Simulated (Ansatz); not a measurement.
# How many bands does the GW gap of InF3 (R-3c) need?

Aim: see how the G0W0 gap of InF3 (R-3c) on LDA moves with empty bands and screening cutoff, and what each rung costs.

Program: Ansatz 0.2.0. Level of theory: G0W0 on LDA, plane waves, PAW. Results are calculated unless marked as measured.

### Step 1. The structure

The structure is trigonal, space group R-3c (No. 167). Conventional cell: a = 5.204 Å, b = 5.204 Å, c = 14.723 Å, α = 90.00°, β = 90.00°, γ = 120.00°. Nearest to In lie 6 F at 2.08 Å. Nearest to F lie 2 In at 2.08 Å. Farther neighbours and most contacts between anions are not listed.

Structure file:

```cif
data_structure
_symmetry_space_group_name_H-M 'R-3c:H'
_symmetry_Int_Tables_number 167
_cell_length_a 5.2043
_cell_length_b 5.2043
_cell_length_c 14.7225
_cell_angle_alpha 90.000
_cell_angle_beta 90.000
_cell_angle_gamma 120.000
_cell_volume 345.33
loop_
_atom_site_label
_atom_site_type_symbol
_atom_site_symmetry_multiplicity
_atom_site_Wyckoff_symbol
_atom_site_fract_x
_atom_site_fract_y
_atom_site_fract_z
_atom_site_occupancy
In1 In 6 b 0.66667 0.33333 0.33333 1
F1 F 18 e 0.64571 0.64571 0.25000 1
```

The cell and positions are those that the Materials Project relaxed with its own functionals (PBE, PBE+U or r2SCAN), kept fixed. The default PAW set here is soft_2. Its files were made with PBE.

### Step 2. 149 empty bands, screening to 69 eV

G0W0 replaces the xc potential by the self-energy, built once from these orbitals. Only a window of levels is corrected, while the sums run over the empty bands that the input names.

Contents of input.yaml:

```yaml
crystal:
  lattice:
    - [2.6021411829, 1.5023469124, 4.9075061345]
    - [-2.6021411829, 1.5023469124, 4.9075061345]
    - [0.0, -3.0046938249, 4.9075061345]
  atoms:
    - { symbol: In, position: [0.5, 0.5, 0.5] }
    - { symbol: In, position: [0.0, 0.0, 0.0] }
    - { symbol: F, position: [0.39570922, 0.75, 0.10429078] }
    - { symbol: F, position: [0.75, 0.10429078, 0.39570922] }
    - { symbol: F, position: [0.89570922, 0.60429078, 0.25] }
    - { symbol: F, position: [0.25, 0.89570922, 0.60429078] }
    - { symbol: F, position: [0.60429078, 0.25, 0.89570922] }
    - { symbol: F, position: [0.10429078, 0.39570922, 0.75] }
kpoints:
  mp_grid: { grid: [4, 4, 4] }
hamiltonian:
  xc: lda
scf:
  occupations: { method: fixed }
gw:
  n_empty_bands: 149
  ecut_chi: 69
  qp_bands: [v2, c2]
  qp_kpoints: band_edges
  screening: { model: contour_deformation }
```

Started as:

```console
ansatz run input.yaml --threads 3 --pin off --max-ram 92160MiB --backend cuda --events-out ev --progress --plain --runs-dir out --devices 1 --max-vram 13GiB  # rebuilt from the run's record
```

Numbers of over 12 decimals in the logs are rounded to 6 here.

Output:

```text
GPUs: using 1 of 1 available (devices: 1).
Engine: ansatz 0.2.0, x86_64-unknown-linux-gnu
Pseudopotentials: kind: paw
Pseudopotential: In, paw, valence charge 13, recommended cutoff 420 eV (normal), In.paw.azcp
Pseudopotential: F, paw, valence charge 7, recommended cutoff 420 eV (normal), F.paw.azcp
Functional definition: SPW92
  exchange = slater_x
  correlation = pw_c
device memory: the entry about to start is reckoned to put 2.3 GiB on a device that reports 38.7 GiB free (of which the cap on the GPU budget leaves the run 13.0 GiB)
GPU FFT provider: cuFFT
GPU libraries: cuBLAS 13.8.2, cuFFT 12.4.0, cuSOLVER 12.3.4
Crystal: 8 atoms, lattice volume = 115.110 Å³
Basis set: ecut = 420 eV, 2249 PW (Γ)
Bands: 42, of which v1, the nominal top of the filled ones, is band 34 counted from 1 (33 counted from 0)
Symmetry: 12 space group operations
Space group: R-3c (ITA 167), of the structure as read, at distance tolerance 4.9e-5 Å
k-points: 13 of 64
Non-local potential: In, projectors of the file, l = 0: 2, l = 1: 2, l = 2: 2, l = 3: 2
Non-local potential: F, projectors of the file, l = 0: 2, l = 1: 2, l = 2: 1
PAW form: soft (Blöchl's): semilocal exchange-correlation on the pseudo side does not see the compensation charge
PAW frozen core: In, regenerated for the run's functional, and the local potential with it (the file was generated under x = pbe(κ = 0.804, μ = 0.219515), c = pbe(β = 0.066725))
PAW frozen core: F, regenerated for the run's functional, and the local potential with it (the file was generated under x = pbe(κ = 0.804, μ = 0.219515), c = pbe(β = 0.066725))
PAW one-centre angular grid: In, 590 points (default); XC on 64 Gauss nodes
PAW one-centre angular grid: F, 110 points (default); XC on 64 Gauss nodes
Initial density: superposition of atomic densities (neutral atoms: chi_scale 0, normalization atom), corrected by the library's trained network
Initial wavefunctions: pseudopotential atomic-orbital guess
GPU buffer pool allocated for 64000 grid points (all kernels)
GPU transforms: local potential and band sums: pruned to the plane-wave sphere, on 40×40×40
Functional: x = slater, c = lda
SCF iter   1: F=—  HF=-15679.967437 eV  |F-HF|=—  |Δ(HF+E_count)|=         —  Δρ=2.04e-2  dr2=3.33e-1  ethr=1.77e-3  ⟨swp⟩=4.8  Hψ=1835  notcnv=0  defer=78
preconditioner: auto → Resta (q_TF=auto, 2.499 Å⁻¹)  ε∞=3.6  [insulator: Δε(μ)=3.795 eV  Ē_g=17.765 eV  n_scr=26 (ndim 8)  ℏωp=28.5 eV  f_vac=0.174  ε∞_Penn≈3.6]
SCF iter   2: F=—  HF=-15679.869257 eV  |F-HF|=—  |Δ(HF+E_count)|=   9.82e-2  Δρ=5.03e-3  dr2=1.06e-2  ethr=4.89e-4  ⟨swp⟩=2.2  Hψ=924  notcnv=0  defer=78
SCF iter   3: F=—  HF=-15679.865827 eV  |F-HF|=—  |Δ(HF+E_count)|=   3.43e-3  Δρ=1.92e-3  dr2=2.59e-3  ethr=1.56e-5  ⟨swp⟩=2.0  Hψ=901  notcnv=0  defer=78
SCF iter   4: F=—  HF=-15679.865276 eV  |F-HF|=—  |Δ(HF+E_count)|=   5.50e-4  Δρ=9.09e-4  dr2=6.30e-4  ethr=3.81e-6  ⟨swp⟩=1.0  Hψ=513  notcnv=0  defer=67
SCF iter   5: F=—  HF=-15679.865092 eV  |F-HF|=—  |Δ(HF+E_count)|=   1.84e-4  Δρ=1.96e-4  dr2=3.48e-5  ethr=9.27e-7  ⟨swp⟩=2.0  Hψ=643  notcnv=0  defer=34
SCF iter   6: F=—  HF=-15679.865087 eV  |F-HF|=—  |Δ(HF+E_count)|=   5.32e-6  Δρ=2.46e-5  dr2=6.28e-7  ethr=5.12e-8  ⟨swp⟩=2.4  Hψ=779  notcnv=0  defer=33
SCF iter   7: F=-15679.865087 eV  HF=-15679.865087 eV  |F-HF|=1.18e-9  |Δ(HF+E_count)|=   2.60e-8  Δρ=2.15e-6  dr2=7.16e-9  ethr=1.47e-10  ⟨swp⟩=9.2  Hψ=2180  notcnv=0
SCF 1 converged in 7 iterations: F = -15679.865087 eV  dr2 = 7.16e-9
  greatest PAW one-centre occupation: 0.993 electrons in one spin orbital (limit 2), on the In atom at site 0 (counted from 0), in its partial waves of l = 2
device memory: the entry about to start is reckoned to put 3.1 GiB on a device that reports 38.6 GiB free (of which the cap on the GPU budget leaves the run 13.0 GiB)
NSCF: frozen V_eff on 13 k-points
the band table was solved once the SCF had ended and its energy, with any forces and stress, was formed, with the checks that follow a solve (2102 applications of the Hamiltonian). They found nothing against the state; the energy, forces and stress were not computed again (output.eigenvalues in the input reference)
device memory: the entry about to start is reckoned to put 4.0 GiB on a device that reports 38.6 GiB free (of which the cap on the GPU budget leaves the run 13.0 GiB)
NSCF: frozen V_eff on 13 k-points
G₀W₀ screening: q 1/13
[... further progress lines ...]
device memory: the entry about to start is reckoned to put 0.7 GiB on a device that reports 39.2 GiB free (of which the cap on the GPU budget leaves the run 13.0 GiB)
NSCF: frozen V_eff on 1 k-points
device memory: the entry about to start is reckoned to put 0.7 GiB on a device that reports 39.3 GiB free (of which the cap on the GPU budget leaves the run 13.0 GiB)
NSCF: frozen V_eff on 1 k-points
device memory: the entry about to start is reckoned to put 0.7 GiB on a device that reports 42.4 GiB free (of which the cap on the GPU budget leaves the run 13.0 GiB)
NSCF: frozen V_eff on 1 k-points
SCF converged after 7 iterations
Free energy (F): -15679.865087 eV
Harris-Foulkes:  -15679.865087 eV  (|F-HF|=1.18e-9)
Internal energy: -15679.865087 eV  (E = F + TS)
E sigma→0 (E₀):  -15679.865087 eV
Fermi energy:    1.213487 eV
--- Per-component energies (eV) ---
  E_band       = -404.694113
  E_kinetic    = 1718.595751
  E_local      = -6290.710337  (includes V_loc(G=0)·N_el)
  E_nonlocal   = 1205.933247
  E_hartree    = 2396.048968
  E_xc         = -885.467276
  E_vxc        = -796.771553  (∫ρ·V_xc dr)
  E_paw        = -9172.532044  (= ΣΔE_a)
  E_vpaw       = -1033.855251  (= ΣTr[D̂ρ^β])
  E_aug_tail   = 0.012177  (compensation charges beyond the density's cutoff)
  E_ewald      = -4652.994155
  E_core_change = 1.248583  (= ΣΔE_core)
  E_smearing   = -0.000000  (= −TS)
  E_closure    = 0.000000  (closes the sum)
  Σ components = -15679.865087   (vs F -15679.865087, Δ=0.00e0)
--- Band table (eV; the first three rows and the last of 13) ---
  k-point 0: bands = [... 30 lower, 1.0245, 1.0245, 1.1791, 1.1791, 5.2268, 10.6603, 11.6223, 12.7246, ... 4 higher]
  k-point 1: bands = [... 30 lower, 0.9363, 0.9427, 1.0931, 1.1523, 6.0983, 9.6302, 12.1550, 12.2348, ... 4 higher]
  k-point 2: bands = [... 30 lower, 0.9470, 0.9470, 1.0785, 1.0785, 7.8419, 7.8419, 12.2191, 12.2191, ... 4 higher]
  k-point 12: bands = [... 30 lower, 1.0879, 1.0879, 1.0879, 1.0879, 7.6511, 7.6511, 12.9092, 12.9092, ... 4 higher]
--- G₀W₀: contour deformation, 5 samples at zero and on the imaginary axis and 3 off it, 64 q-points, 149 empty bands' worth ---
  eigenvalues of the whole cell's RPA ε∞ on this k-mesh (on a slab, of 1 + 4πα/V) = 2.4059, 2.4059, 2.4869; static W/v taken at q = 0 is 0.411401
  bands read: the sum over 183 bands ends inside a degenerate multiplet in 3 slots, whose members it reads at an even weight; the widest, k=12: bands 183 to 186 (counted from 1) at 1/4 each
  gw.qp_kpoints: band_edges: 13 of 13 stored k-points solved, in 1 pass; an edge of the gap read off the rows below is read off those points alone
  `?` marks the rows in doubt; gw_qp.tsv's column doubts and the gw_qp event give each row's grounds
    ik  band        ε_KS         Σx   Σc(E_QP)       V_xc       Z   E_QP_lin       E_QP  E_QP is
     0    33      1.1791   -32.3070     6.0453   -24.5867  0.7682    -0.5440    -0.4959  root
     0    34      1.1791   -32.3070     6.0453   -24.5867  0.7682    -0.5440    -0.4959  root
     0    35      5.2268   -11.7178    -3.1732   -16.6205  0.8560     6.9771     6.9562  root
     0    36     10.6603   -15.1560    -4.3538   -22.1692  0.8006    13.4740    13.3197  root ?
     1    33      1.0931   -31.9567     6.1889   -24.0515  0.7644    -0.6762    -0.6233  root
     1    34      1.1523   -32.1187     6.1646   -24.2422  0.7654    -0.6114    -0.5595  root
     1    35      6.0983   -12.8458    -3.1398   -17.8517  0.8483     7.9917     7.9643  root
     1    36      9.6302   -13.8347    -4.0048   -20.2997  0.8206    12.1887    12.0905  root
     2    33      1.0785   -32.0463     6.1474   -24.1894  0.7653    -0.6832    -0.6310  root
     2    34      1.0785   -32.0463     6.1474   -24.1894  0.7653    -0.6832    -0.6310  root
     2    35      7.8419   -13.4497    -3.5061   -19.1347  0.8368    10.0742    10.0208  root
     2    36      7.8419   -13.4497    -3.5061   -19.1347  0.8368    10.0742    10.0208  root
     3    33      1.0680   -31.9277     6.1846   -24.0237  0.7643    -0.7049    -0.6515  root
     3    34      1.1282   -32.3584     5.8576   -24.8843  0.7717    -0.5312    -0.4882  root
     3    35      6.3246   -13.1384    -3.1402   -18.1809  0.8463     8.2564     8.2268  root
     3    36      9.7639   -14.4680    -4.0390   -21.0205  0.8157    12.3879    12.2774  root ?
     4    33      1.0659   -32.0646     6.1789   -24.1596  0.7648    -0.7139    -0.6602  root
     4    34      1.1341   -32.1696     6.0924   -24.3882  0.7668    -0.6047    -0.5549  root
     4    35      7.5862   -13.8255    -3.3982   -19.3684  0.8370     9.7798     9.7309  root
     4    36      8.7036   -13.8668    -3.7370   -19.9406  0.8289    11.1156    11.0404  root
     5    33      1.0329   -32.1395     6.0325   -24.4240  0.7675    -0.6996    -0.6501  root
     5    34      1.1671   -32.2580     6.0709   -24.5116  0.7675    -0.5567    -0.5084  root
     5    35      7.1768   -13.4145    -3.3369   -18.8199  0.8409     9.2866     9.2453  root
     5    36      8.8402   -13.8733    -3.7799   -20.0127  0.8279    11.2783    11.1997  root
     6    33      1.0834   -32.8900     5.4313   -25.9601  0.7811    -0.4482    -0.4152  root
     6    34      1.2135   -32.4120     6.0181   -24.7285  0.7691    -0.4988    -0.4519  root
[...]
6    36      9.3229   -14.9010    -3.8933   -21.2778  0.8184    11.9064    11.8064  root ?
[...]
11    33      1.1101   -32.2651     5.9912   -24.6056  0.7689    -0.6058    -0.5582  root
    11    34      1.1101   -32.2651     5.9912   -24.6056  0.7689    -0.6058    -0.5582  root
    11    35      8.3300   -14.2891    -3.5964   -20.1819  0.8299    10.6932    10.6264  root
    11    36      8.3300   -14.2891    -3.5964   -20.1819  0.8299    10.6932    10.6264  root
    12    33      1.0879   -32.0289     6.1008   -24.2488  0.7659    -0.6409    -0.5914  root
    12    34      1.0879   -32.0289     6.1008   -24.2488  0.7659    -0.6409    -0.5914  root
    12    35      7.6511   -13.1858    -3.4065   -18.6925  0.8385     9.7985     9.7513  root
    12    36      7.6511   -13.1858    -3.4065   -18.6925  0.8385     9.7985     9.7513  root
```

It took 29 s on 1 × NVIDIA H100 80GB HBM3 (shared by 6 runs) with 3 threads of AMD EPYC 7R13 (Zen 3), shared host; peak memory 1.2 GiB; 48 s of CPU time.

Reading the cycles: dr2 is the Hartree energy of the density residual (eV), the measure of convergence; HF is the Harris–Foulkes estimate of the energy, which meets the free energy F at convergence.

Numbers from this step:

| Property | Result |
| --- | --- |
| bands summed | 183 |
| RPA ε∞ on this mesh (eigenvalues) | 2.406, 2.406, 2.487 |
| plane waves in the screening matrix | 145 |
| q-points in the mesh | 64 |
| G0W0 gap on the mesh | 7.371 eV |
| k of the valence top | 0, -0.5, -0.5 |
| k of the conduction bottom | 0, 0, 0 |
| starting gap on the mesh | 4.013 eV |
| Z at the valence top | 0.7811 |
| Z at the conduction bottom | 0.8560 |
| least direct G0W0 gap on the computed points | 7.452 eV |

The gap on the mesh goes from 4.01 eV to 7.37 eV, a correction of +3.36 eV, though a band edge has moved to another state.

### Step 3. 423 empty bands, screening to 138 eV

Another rung: the empty bands reach about as high as the screening cutoff, so the two stay in balance.

Edit input.yaml of step 2 so:

```diff
@@ -21,4 +21,4 @@
 gw:
-  n_empty_bands: 149
-  ecut_chi: 69
+  n_empty_bands: 423
+  ecut_chi: 138
   qp_bands: [v2, c2]
```

Output:

```text
GPUs: using 1 of 1 available (devices: 1).
[...]
GPU FFT provider: cuFFT
GPU libraries: cuBLAS 13.8.2, cuFFT 12.4.0, cuSOLVER 12.3.4
Crystal: 8 atoms, lattice volume = 115.110 Å³
Basis set: ecut = 420 eV, 2249 PW (Γ)
Bands: 42, of which v1, the nominal top of the filled ones, is band 34 counted from 1 (33 counted from 0)
Symmetry: 12 space group operations
[...]
k-points: 13 of 64
[...]
GPU buffer pool allocated for 64000 grid points (all kernels)
[...]
SCF iter   1: F=—  HF=-15679.967437 eV  |F-HF|=—  |Δ(HF+E_count)|=         —  Δρ=2.04e-2  dr2=3.33e-1  ethr=1.77e-3  ⟨swp⟩=4.8  Hψ=1835  notcnv=0  defer=78
[...]
SCF iter   7: F=-15679.865087 eV  HF=-15679.865087 eV  |F-HF|=1.18e-9  |Δ(HF+E_count)|=   2.60e-8  Δρ=2.15e-6  dr2=7.16e-9  ethr=1.47e-10  ⟨swp⟩=9.2  Hψ=2180  notcnv=0
SCF 1 converged in 7 iterations: F = -15679.865087 eV  dr2 = 7.16e-9
[...]
NSCF: frozen V_eff on 13 k-points
[...]
G₀W₀ screening: q 1/13
[... further progress lines ...]
[...]
SCF converged after 7 iterations
Free energy (F): -15679.865087 eV
[...]
Internal energy: -15679.865087 eV  (E = F + TS)
E sigma→0 (E₀):  -15679.865087 eV
Fermi energy:    1.213487 eV
[...]
--- Band table (eV; the first three rows and the last of 13) ---
  k-point 0: bands = [... 30 lower, 1.0245, 1.0245, 1.1791, 1.1791, 5.2268, 10.6603, 11.6223, 12.7246, ... 4 higher]
  k-point 1: bands = [... 30 lower, 0.9363, 0.9427, 1.0931, 1.1523, 6.0983, 9.6302, 12.1550, 12.2348, ... 4 higher]
  k-point 2: bands = [... 30 lower, 0.9470, 0.9470, 1.0785, 1.0785, 7.8419, 7.8419, 12.2191, 12.2191, ... 4 higher]
  k-point 12: bands = [... 30 lower, 1.0879, 1.0879, 1.0879, 1.0879, 7.6511, 7.6511, 12.9092, 12.9092, ... 4 higher]
[...]
0    33      1.1791   -32.3070     5.9809   -24.5867  0.7625    -0.6112    -0.5603  root
     0    34      1.1791   -32.3070     5.9809   -24.5867  0.7625    -0.6112    -0.5603  root
     0    35      5.2268   -11.7178    -3.3392   -16.6205  0.8517     6.8061     6.7902  root
     0    36     10.6603   -15.1560    -4.6824   -22.1692  0.7953    13.1022    12.9911  root ?
     1    33      1.0931   -31.9567     6.1372   -24.0515  0.7594    -0.7299    -0.6750  root
     1    34      1.1523   -32.1187     6.1123   -24.2422  0.7602    -0.6659    -0.6119  root
     1    35      6.0983   -12.8458    -3.3329   -17.8517  0.8437     7.7917     7.7713  root
     1    36      9.6302   -13.8347    -4.3007   -20.2997  0.8157    11.8657    11.7945  root
     2    33      1.0785   -32.0463     6.0917   -24.1894  0.7603    -0.7410    -0.6867  root
[...]
12    33      1.0879   -32.0289     6.0408   -24.2488  0.7605    -0.7035    -0.6514  root
    12    34      1.0879   -32.0289     6.0408   -24.2488  0.7605    -0.7035    -0.6514  root
    12    35      7.6511   -13.1858    -3.6290   -18.6925  0.8338     9.5636     9.5288  root
    12    36      7.6511   -13.1858    -3.6290   -18.6925  0.8338     9.5636     9.5288  root
```

Elapsed: 54 s, on 1 × NVIDIA H100 80GB HBM3 (shared by 6 runs) with 3 threads; peak memory 1.8 GiB.

This step gave:

```
bands summed                                 : 457
RPA ε∞ on this mesh (eigenvalues)            : 2.397, 2.397, 2.475
plane waves in the screening matrix          : 417
q-points in the mesh                         : 64
G0W0 gap on the mesh                         : 7.308 eV
k of the valence top                         : 0, -0.5, -0.5
k of the conduction bottom                   : 0, 0, 0
starting gap on the mesh                     : 4.013 eV
Z at the valence top                         : 0.7633
Z at the conduction bottom                   : 0.8517
least direct G0W0 gap on the computed points : 7.351 eV
```

Against the run with 4×4×4 mesh, 149 empty bands, screening to 69 eV, the gap moves by −0.06 eV.

### Step 4. 911 empty bands, screening to 230 eV

Edit input.yaml of step 3 so:

```diff
@@ -21,4 +21,4 @@
 gw:
-  n_empty_bands: 423
-  ecut_chi: 138
+  n_empty_bands: 911
+  ecut_chi: 230.0
   qp_bands: [v2, c2]
```

Output:

```text
GPUs: using 1 of 1 available (devices: 1).
[...]
GPU FFT provider: cuFFT
GPU libraries: cuBLAS 13.8.2, cuFFT 12.4.0, cuSOLVER 12.3.4
Crystal: 8 atoms, lattice volume = 115.110 Å³
Basis set: ecut = 420 eV, 2249 PW (Γ)
Bands: 42, of which v1, the nominal top of the filled ones, is band 34 counted from 1 (33 counted from 0)
Symmetry: 12 space group operations
[...]
k-points: 13 of 64
[...]
1    36      9.6302   -13.8347    -4.4655   -20.2997  0.8144    11.6883    11.6298  root
[...]
12    33      1.0879   -32.0289     5.8411   -24.2488  0.7584    -0.9174    -0.8511  root
    12    34      1.0879   -32.0289     5.8411   -24.2488  0.7584    -0.9174    -0.8511  root
    12    35      7.6511   -13.1858    -3.7615   -18.6925  0.8323     9.4250     9.3962  root
    12    36      7.6511   -13.1858    -3.7615   -18.6925  0.8323     9.4250     9.3962  root
[key lines of the parts left out:]
SCF converged after 7 iterations
Free energy (F): -15679.865087 eV
Fermi energy:    1.213487 eV
```

The job ended after 57 s (1 × NVIDIA H100 80GB HBM3 (shared by 6 runs) with 3 threads; peak memory 3.7 GiB).

This step gave:

- bands summed: 945
- RPA ε∞ on this mesh (eigenvalues): 2.382, 2.382, 2.461
- plane waves in the screening matrix: 919
- G0W0 gap on the mesh: 7.421 eV
- k of the valence top: 0, -0.5, -0.5
- k of the conduction bottom: 0, 0, 0
- starting gap on the mesh: 4.013 eV
- least direct G0W0 gap on the computed points: 7.462 eV

Against the run with 4×4×4 mesh, 423 empty bands, screening to 138 eV, the gap moves by +0.11 eV.

(Continued in part 2 of 2.)

[Paths, hosts, dates, memory and timing lines, banners, echoed tables and standing remarks are left out of the program output.]

[Logs are printed without paths, hosts, clocks, repeated set-up lines and the standing remarks that a program may print on its own settings, such as how far it seeks lower states.]

[Runs of the session that timed out or met a known fault of the program may be left out.]

[Cells called generated may have been cut or substituted from an entry of the Crystallography Open Database or the Materials Project.]

[Hosts, paths, dates, database ids (printed as entryN), source tags and the programs' standing remarks are cut or masked in the printed files.]
